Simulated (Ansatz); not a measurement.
## Kohn anomalies in Si2Mo (I4/mmm)

Aim: see how the phonons of Si2Mo (I4/mmm) along the first symmetry line respond to the electronic smearing. The first relaxation steps of the session are not shown, so no cell shown is the starting entry, unless a step says so.

Program: Ansatz 0.2.0. Level of theory: DFT PBE, scalar-relativistic, plane waves, PAW; PAW set soft_1. Results are calculated unless marked as measured.

### 1. The cell after earlier relaxation steps

Symmetry: I4/mmm, No. 139, tetragonal system. Conventional cell: a = 3.217 Å, b = 3.217 Å, c = 7.874 Å, α = 90.00°, β = 90.00°, γ = 90.00°. Nearest to Si lie 5 Si at 2.60 to 2.64 Å and 5 Mo at 2.62 to 2.64 Å. Nearest to Mo lie 10 Si at 2.62 to 2.64 Å. Farther neighbours are not listed.

### 2. Tight relaxation

Phonons are second derivatives about the minimum, so the remaining forces must be small: the thresholds are tightened. Earlier relaxation steps are not shown.

input.yaml

```yaml
crystal:
  lattice:
    - [-1.6084258642, 1.6084258642, 3.9368723909]
    - [1.6084258642, -1.6084258642, 3.9368723909]
    - [1.6084258642, 1.6084258642, -3.9368723909]
  atoms:
    - { symbol: Si, position: [0.3350872405, 0.3350872405, 0.0] }
    - { symbol: Si, position: [0.6649127595, 0.6649127595, 0.0] }
    - { symbol: Mo, position: [0.0, 0.0, 0.0] }
kpoints:
  mp_grid: { grid: [12, 12, 12] }
hamiltonian:
  xc: pbe
  pseudopotentials: { kind: paw, azcp: { folder: soft_1 } }
scf:
  occupations: { method: methfessel_paxton, width: 0.2 }
output:
  forces: true
  stress: true
  eigenvalues: true
  write_density: true
  write_potential: true
  elf: true
  volumetric_format: npy
relax:
  adjacent_minimum: "off"
  f_tol: 0.001
  max_steps: 60
  cell: { stress_tol: 0.01 }
```

Started as:

```bash
ansatz run input.yaml --threads 4 --pin off --max-ram 12288MiB --backend cpu --events-out ev --progress --plain --runs-dir out
```

Numbers of over 12 decimals in the logs are rounded to 6 here.

The program printed:

```text
[the first part of the log is left out]
  E_vxc        = -320.417706  (∫ρ·V_xc dr)
  E_paw        = -4234.988289  (= ΣΔE_a)
  E_vpaw       = -162.954527  (= ΣTr[D̂ρ^β])
  E_aug_tail   = 0.000123  (compensation charges beyond the density's cutoff)
  E_ewald      = -1699.634420
  E_smearing   = 0.000035  (= −TS)
  E_closure    = -0.000000  (closes the sum)
  Σ components = -6229.160077   (vs F -6229.160077, Δ=0.00e0)
--- Forces (eV/Å), atoms counted from 1 ---
  atom   1  Si     0.00000000     0.00000000     0.00025989
  atom   2  Si     0.00000000     0.00000000    -0.00025989
  atom   3  Mo    -0.00000000     0.00000000     0.00000000
  max |Σ_I F_I| component: 7.63e-17 eV/Å
--- Stress (GPa, compression-positive) ---
        0.000029       0.000000       0.000000
        0.000000       0.000029       0.000000
       -0.000000       0.000000       0.003209
  P = ⅓ Tr σ = 0.0011 GPa (0.011 kbar)
--- Band table (eV; the first three rows and the last of 163) ---
  k-point 0: bands = ["-45.0133", "-19.1506", "-19.0805", "-19.0805", "2.4017", "9.4145", "12.2997", "12.7333", "13.1378", "13.1378", "16.0790", "18.7965", "18.9722", "19.1924", "19.1924"]
  k-point 1: bands = ["-45.0110", "-19.1474", "-19.0965", "-19.0942", "2.6137", "9.6007", "11.6643", "12.6294", "12.7897", "13.8399", "15.3168", "18.2194", "18.9968", "19.2785", "19.2891"]
  k-point 2: bands = ["-45.0048", "-19.1388", "-19.1386", "-19.1317", "3.2281", "10.0530", "10.9736", "11.5975", "12.9737", "13.8725", "14.4044", "17.8903", "19.0256", "19.4382", "19.4494"]
  k-point 162: bands = ["-45.0128", "-19.1733", "-19.0821", "-19.0821", "4.2746", "5.6881", "12.2683", "13.5748", "15.1543", "15.1543", "15.2378", "15.2378", "16.2092", "20.4144", "20.7071"]
--- Relaxed structure (3 steps of the walk, 3 accepted, 1 SCFs on fresh bases) ---
  F+E_penalty+E_count = -6229.16007693 eV   max|allowed force component| = 2.599e-4 eV/Å   (the final SCF, on the basis selected at the relaxed cell)
  cell:  # Å, volume = 40.7396 Å³
    - [-1.608510, 1.608510, 3.936492]
    - [1.608510, -1.608510, 3.936492]
    - [1.608510, 1.608510, -3.936492]
  atoms:
    - { symbol: Si, position: [0.335118, 0.335118, 0] }
    - { symbol: Si, position: [0.664882, 0.664882, 0] }
    - { symbol: Mo, position: [0, 0, 0] }
```

Run time: 4.8 s. Hardware: 4 threads of Intel Xeon Platinum 8375C at 2.90GHz (Ice Lake), shared host; peak memory 0.51 GiB; 18 s of CPU time.

Little changed from the start: no atom moved by 0.005 Å and no cell edge by 0.1 %.

This step gave:

| Quantity | Value |
| --- | --- |
| pressure | 0.001089 GPa |
| volume per atom | 13.58 Å³/atom |
| metallic on mesh | yes |
| gap on the k-mesh | 0 eV |

Valence density in the ac plane of the conventional cell at fractional y = 0.000, with atoms of Si and Mo within 0.2 Å of it. It is the smooth field of the valence electrons, not physical close to the nuclei.

Ten steps, logarithmic in the rise over the least value, from '0' (0.1 e/Å³) to '9' (7.0 e/Å³), each cell a mean:
```
99874211135799
88753211124678
55432111122345
33221111112233
33221100012233
33322100012233
22222100012222
00222110122210
01233211123321
22332211123332
33322211122233
22222111122222
32222111122222
33332211122333
12333211123322
00232211123210
11222100122221
33322100012333
33321100012233
33221100112223
43322111112234
77543211123467
99864211134789
99975211235899
```
Columns run along a (3.2 Å), rows up along c (7.9 Å), edges of the conventional cell, whose origin can differ from the input's. Atoms in or near the plane, at fractional coordinates: Si at (0.00, 0.34), Si at (0.00, 0.66), Mo at (0.00, 0.00).

ELF in the ac plane of the conventional cell at fractional y = 0.000, with atoms of Si and Mo within 0.2 Å of it. It is the smooth field of the valence electrons, not physical close to the nuclei.

Values, 24 rows by 14 columns, each cell a mean:
```
0.55 0.64 0.67 0.50 0.24 0.17 0.27 0.33 0.24 0.17 0.30 0.57 0.70 0.62
0.64 0.62 0.54 0.36 0.22 0.23 0.32 0.37 0.30 0.21 0.24 0.42 0.59 0.63
0.34 0.34 0.30 0.25 0.25 0.30 0.34 0.37 0.34 0.28 0.24 0.25 0.30 0.33
0.33 0.34 0.34 0.34 0.32 0.31 0.29 0.29 0.29 0.31 0.33 0.34 0.35 0.34
0.66 0.64 0.59 0.50 0.38 0.26 0.19 0.18 0.21 0.30 0.42 0.54 0.62 0.66
0.70 0.70 0.66 0.58 0.42 0.24 0.15 0.12 0.16 0.29 0.47 0.60 0.67 0.69
0.47 0.46 0.49 0.52 0.45 0.28 0.17 0.14 0.19 0.34 0.48 0.51 0.47 0.47
0.46 0.36 0.37 0.49 0.52 0.40 0.28 0.23 0.30 0.45 0.53 0.45 0.35 0.39
0.38 0.36 0.44 0.58 0.62 0.52 0.39 0.34 0.42 0.57 0.63 0.55 0.38 0.35
0.34 0.41 0.55 0.65 0.64 0.54 0.43 0.39 0.45 0.58 0.66 0.64 0.51 0.39
0.49 0.52 0.57 0.59 0.54 0.46 0.39 0.36 0.40 0.49 0.56 0.59 0.56 0.51
0.48 0.49 0.50 0.49 0.45 0.39 0.35 0.34 0.36 0.41 0.46 0.49 0.50 0.49
0.49 0.51 0.54 0.53 0.48 0.42 0.36 0.35 0.38 0.44 0.50 0.53 0.53 0.51
0.43 0.49 0.59 0.64 0.60 0.50 0.41 0.38 0.43 0.54 0.62 0.63 0.55 0.46
0.31 0.35 0.50 0.64 0.65 0.54 0.42 0.38 0.45 0.59 0.66 0.60 0.45 0.34
0.46 0.36 0.39 0.53 0.58 0.47 0.34 0.29 0.37 0.52 0.58 0.49 0.36 0.39
0.44 0.39 0.40 0.48 0.47 0.34 0.22 0.18 0.24 0.39 0.50 0.47 0.38 0.40
0.58 0.59 0.59 0.55 0.43 0.25 0.15 0.12 0.17 0.31 0.48 0.58 0.59 0.58
0.74 0.72 0.66 0.56 0.40 0.24 0.16 0.14 0.17 0.29 0.45 0.60 0.69 0.73
0.50 0.49 0.47 0.43 0.36 0.29 0.24 0.23 0.25 0.31 0.38 0.44 0.48 0.50
0.26 0.27 0.27 0.27 0.29 0.31 0.33 0.33 0.32 0.30 0.28 0.27 0.27 0.27
0.52 0.49 0.40 0.27 0.22 0.27 0.34 0.37 0.32 0.24 0.23 0.32 0.45 0.51
0.64 0.68 0.64 0.44 0.23 0.19 0.29 0.35 0.26 0.18 0.28 0.51 0.67 0.66
0.41 0.58 0.69 0.53 0.25 0.16 0.25 0.32 0.22 0.16 0.32 0.60 0.68 0.53
```
Columns run along a (3.2 Å), rows up along c (7.9 Å), edges of the conventional cell, whose origin can differ from the input's. Atoms in or near the plane, at fractional coordinates: Si at (0.00, 0.34), Si at (0.00, 0.66), Mo at (0.00, 0.00).

Electrostatic potential energy in the ac plane of the conventional cell at fractional y = 0.000, with atoms of Si and Mo within 0.2 Å of it. With pseudopotentials it is smooth inside the atoms' cores, unlike the true potential.

Ten even steps from '0' (-48 eV) to '9' (17 eV), each cell a mean:
```
00047999986300
11468999998531
66789999999876
99999999999999
89999999999999
56789999999876
44468999998644
86458999997447
75458999997546
44579999998754
77899999999987
99999999999999
88999999999998
56789999999865
54468999998644
96458999997447
65468999997545
44689999998754
78899999999988
99999999999999
88899999999988
34679999998754
00257999987410
00036999985200
```
Columns run along a (3.2 Å; values clipped at the 3rd and 97th percentile), rows up along c (7.9 Å), edges of the conventional cell, whose origin can differ from the input's. Atoms in or near the plane, at fractional coordinates: Si at (0.00, 0.34), Si at (0.00, 0.66), Mo at (0.00, 0.00).

The largest force is now 2.6e-4 eV/Å and the largest stress component 0.0032 GPa, small enough for phonons.

### 3. Wavevectors along a line: Fermi–Dirac smearing of 0.1 eV

The smearing blurs the Fermi surface that screens the phonons; a Fermi–Dirac width is an electronic temperature.

input.yaml

```yaml
crystal:
  lattice:
    - [-1.6085099426, 1.6085099426, 3.936491586]
    - [1.6085099426, -1.6085099426, 3.936491586]
    - [1.6085099426, 1.6085099426, -3.936491586]
  atoms:
    - { symbol: Si, position: [0.3351179796, 0.3351179796, 0.0] }
    - { symbol: Si, position: [0.6648820204, 0.6648820204, 0.0] }
    - { symbol: Mo, position: [0.0, 0.0, 0.0] }
kpoints:
  mp_grid: { grid: [18, 18, 18] }
hamiltonian:
  xc: pbe
  pseudopotentials: { kind: paw, azcp: { folder: soft_1 } }
scf:
  occupations: { method: fermi_dirac, width: 0.1 }
output:
  eigenvalues: true
phonons:
  method: dfpt
  qpoints:
    - [0, 0, 0]
    - [0.0, 0.0, 0.166666667]
    - [0.0, 0.0, 0.333333333]
    - [0.0, 0.0, 0.5]
```

The program printed:

```text
The run solves and reports these wavevectors of phonons.qpoints, in the list's order, at another value: [0.0, 0.0, 0.166666667] as [0.0, 0.0, 0.166667], [0.0, 0.0, 0.333333333] as [0.0, 0.0, 0.333333].
[...]
Crystal: 3 atoms, lattice volume = 40.740 Å³
Basis set: ecut = 420 eV, 793 PW (Γ), exchange–correlation on 64×64×64 points (8 copies of the dense FFT grid, shifted against one another)
Bands: 15, of which v1, the nominal top of the filled ones, is band 11 counted from 1 (10 counted from 0)
Symmetry: 16 space group operations
k-points: 480 of 5832
[...]
SCF iter   1: F=—  HF=-6230.407984 eV  |F-HF|=—  |Δ(HF+E_count)|=         —  Δρ=9.30e-2  dr2=5.47e0  ethr=3.10e-3  ⟨swp⟩=5.6  Hψ=42429  notcnv=0
[...]
SCF iter  10: F=-6229.165024 eV  HF=-6229.165024 eV  |F-HF|=1.82e-12  |Δ(HF+E_count)|=  3.64e-12  Δρ=3.75e-8  dr2=8.74e-13  ethr=1.00e-12  ⟨swp⟩=5.0  Hψ=26921  notcnv=0
the search or the solves at the SCF's close seem to have found levels that the self-consistency loop had missed (the run counts 2). By its estimate they hold under 1e-12 electrons; where the run keeps them, the occupations were computed again with them
SCF 1 converged in 10 iterations: F = -6229.165024 eV  dr2 = 8.74e-13
[...]
NSCF: frozen V_eff on 480 k-points
[...]
DFPT response loops at q = (0, 0, 0) (fractional): preconditioner auto → Kerker (q_TF=auto, 2.462 Å⁻¹) (partly filled bands, converged f_vac=0.000); β = 1.00, the filter's whole step (`scf.mixing.beta` (0.50) is not read by the response loops under this deck's `scf.mixing.preconditioner`; to damp them name `kerker` or `kerker_dos`, under which they read `scf.mixing.beta`, and type it under 1.00, their step now; both keys bind the ground state too); Broyden in place of MSR1
[...]
SCF converged after 10 iterations
Free energy (F): -6229.165024 eV
[...]
Internal energy: -6229.154987 eV  (E = F + TS)
E sigma→0 (E₀):  -6229.160005 eV
Entropy (-TS):   -0.010037 eV (-3.346 meV/atom)
Fermi energy:    15.714550 eV
[...]
--- Band table (eV; the first three rows and the last of 480) ---
  k-point 0: bands = [... 7 lower, 12.7322, 13.1373, 13.1373, 16.0774, 18.7973, 18.9729, 19.1921, 19.1921]
  k-point 1: bands = [... 7 lower, 12.7569, 12.8951, 13.5418, 15.7132, 18.4733, 19.0518, 19.1425, 19.2382]
  k-point 2: bands = [... 7 lower, 12.3075, 12.8344, 14.1084, 14.8430, 18.0084, 18.9797, 19.3469, 19.3806]
  k-point 479: bands = [... 7 lower, 13.5741, 15.1530, 15.1530, 15.2382, 15.2382, 16.2075, 20.4146, 20.7075]
--- Phonons (Γ-DFPT): 4 representative perturbations + reference (Σ response iterations 12) ---
  ASR residual: 1.681e-4 → 0.000e0 eV/Å²; symmetrization residual: 2.039e-6 eV/Å²
  ASR residual per site (eV/Å²): 1.33e-5 1.33e-5 1.68e-4
  Γ frequencies (cm⁻¹): 0.00 0.00 0.00 266.84 266.84 308.52 319.90 319.90 423.91
  non-analytic LO–TO correction: not included (Born effective charges unavailable; polar crystals: no LO–TO splitting at Γ)
--- Phonons (arbitrary-q DFPT): 4 explicit q-points ---
  q = [0, 0, 0] (of the zone-centre solve; hermiticity 3.29e-7, symmetrization 1.72e-14): 0.00 0.00 0.00 266.84 266.84 308.52 319.90 319.90 423.91
  q = [0, 0, 0.166667] (4 solved perturbations in 9414 linear systems a pass and spin channel, the states on 3078 of 5832 k-point pairs; hermiticity 1.42e-7, symmetrization 9.33e-14): 107.20 125.49 182.76 267.14 268.73 313.16 335.58 361.07 423.68
[...]
sum rule: each row above includes the acoustic sum rule's correction from the zone centre's row sums; it moved no ω² by more than (0.69 cm⁻¹)²
```

The job ended after 5.1 min (4 threads; peak memory 4.1 GiB; 20 min of CPU time).

In the SCF lines HF is the Harris–Foulkes energy and dr2 the Hartree energy of the density residual, in eV; the loop may stop once dr2 is under the threshold and the program's other checks hold. Hψ counts applications of the Hamiltonian.

Each wavevector solved by linear response. Frequency against |q| along the line; 7 of 9 lines:

```tsv
|q| along the line (Å⁻¹)	mode 1 (cm⁻¹)	mode 2 (cm⁻¹)	mode 3 (cm⁻¹)	mode 4 (cm⁻¹)	mode 5 (cm⁻¹)	mode 6 (cm⁻¹)	mode 7 (cm⁻¹)
0.000	0	0	0	267	267	309	320
0.460	107	125	183	267	269	313	336
0.921	178	193	234	265	274	309	349
1.381	199	212	259	270	278	301	373
```

### 4. Wavevectors along a line: Fermi–Dirac smearing of 0.25 eV

Each wavevector is solved by itself, so no interpolation smooths a dip of the branch.

Edit input.yaml of step 3 so:

```diff
@@ -15,3 +15,3 @@
 scf:
-  occupations: { method: fermi_dirac, width: 0.1 }
+  occupations: { method: fermi_dirac, width: 0.25 }
 output:
```

Wider smearing eases the sum over k-points of a metal but moves the result away from its zero-temperature value.

The program printed:

```text
band count auto-derived: 16 (N_el = 22.0; filled up to band 11; 15 by the electrons, moments and atoms)
[...]
Crystal: 3 atoms, lattice volume = 40.740 Å³
Basis set: ecut = 420 eV, 793 PW (Γ), exchange–correlation on 64×64×64 points (8 copies of the dense FFT grid, shifted against one another)
Bands: 16, of which v1, the nominal top of the filled ones, is band 11 counted from 1 (10 counted from 0)
Symmetry: 16 space group operations
k-points: 480 of 5832
[...]
SCF iter   1: F=—  HF=-6230.467694 eV  |F-HF|=—  |Δ(HF+E_count)|=         —  Δρ=9.36e-2  dr2=5.59e0  ethr=3.10e-3  ⟨swp⟩=5.2  Hψ=42971  notcnv=0
[...]
SCF iter   9: F=-6229.204347 eV  HF=-6229.204347 eV  |F-HF|=3.64e-12  |Δ(HF+E_count)|=  3.82e-11  Δρ=1.43e-7  dr2=8.05e-12  ethr=1.00e-12  ⟨swp⟩=5.3  Hψ=30624  notcnv=0
[...]
SCF 1 converged in 9 iterations: F = -6229.204347 eV  dr2 = 8.05e-12
[...]
SCF converged after 9 iterations
Free energy (F): -6229.204347 eV
[...]
Internal energy: -6229.089132 eV  (E = F + TS)
E sigma→0 (E₀):  -6229.146740 eV
Entropy (-TS):   -0.115215 eV (-38.405 meV/atom)
Fermi energy:    15.729401 eV
[...]
--- Band table (eV; the first three rows and the last of 480) ---
  k-point 0: bands = [... 7 lower, 12.7273, 13.1337, 13.1337, 16.0699, 18.7996, 18.9753, 19.1929, 19.1929, ... 1 higher]
  k-point 1: bands = [... 7 lower, 12.7521, 12.8919, 13.5398, 15.7067, 18.4736, 19.0494, 19.1429, 19.2387, ... 1 higher]
  k-point 2: bands = [... 7 lower, 12.3051, 12.8299, 14.1078, 14.8379, 18.0059, 18.9749, 19.3467, 19.3771, ... 1 higher]
  k-point 479: bands = [... 7 lower, 13.5674, 15.1439, 15.1439, 15.2408, 15.2408, 16.1997, 20.4170, 20.7098, ... 1 higher]
[...]
ASR residual: 6.171e-4 → 0.000e0 eV/Å²; symmetrization residual: 3.929e-6 eV/Å²
  ASR residual per site (eV/Å²): 3.03e-5 3.03e-5 6.17e-4
  Γ frequencies (cm⁻¹): 0.00 0.00 0.00 269.19 269.19 307.64 318.06 318.06 421.11
[...]
--- Phonons (arbitrary-q DFPT): 4 explicit q-points ---
[...]
```

Elapsed: 6.7 min, on 4 threads; peak memory 4.4 GiB; 26 min of CPU time.

Each wavevector solved by linear response. The frequency by |q| along the line; 7 of 9 lines:

```tsv
|q| along the line (Å⁻¹)	mode 1 (cm⁻¹)	mode 2 (cm⁻¹)	mode 3 (cm⁻¹)	mode 4 (cm⁻¹)	mode 5 (cm⁻¹)	mode 6 (cm⁻¹)	mode 7 (cm⁻¹)
0.000	0	0	0	269	269	308	318
0.460	104	125	181	266	271	315	333
0.921	173	195	234	257	276	310	348
1.381	194	214	257	259	280	300	372
```

Against step 3 (now smearing width 0.25 eV), the free energy moves by -13.1 meV an atom.

(Part 1 of 2 ends here.)

[Logs are printed without paths, hosts, clocks, repeated set-up lines and the standing remarks that a program may print on its own settings, such as how far it seeks lower states.]

[Hosts, paths, dates, database ids (printed as entryN), source tags and the programs' standing remarks are cut or masked in the printed files.]
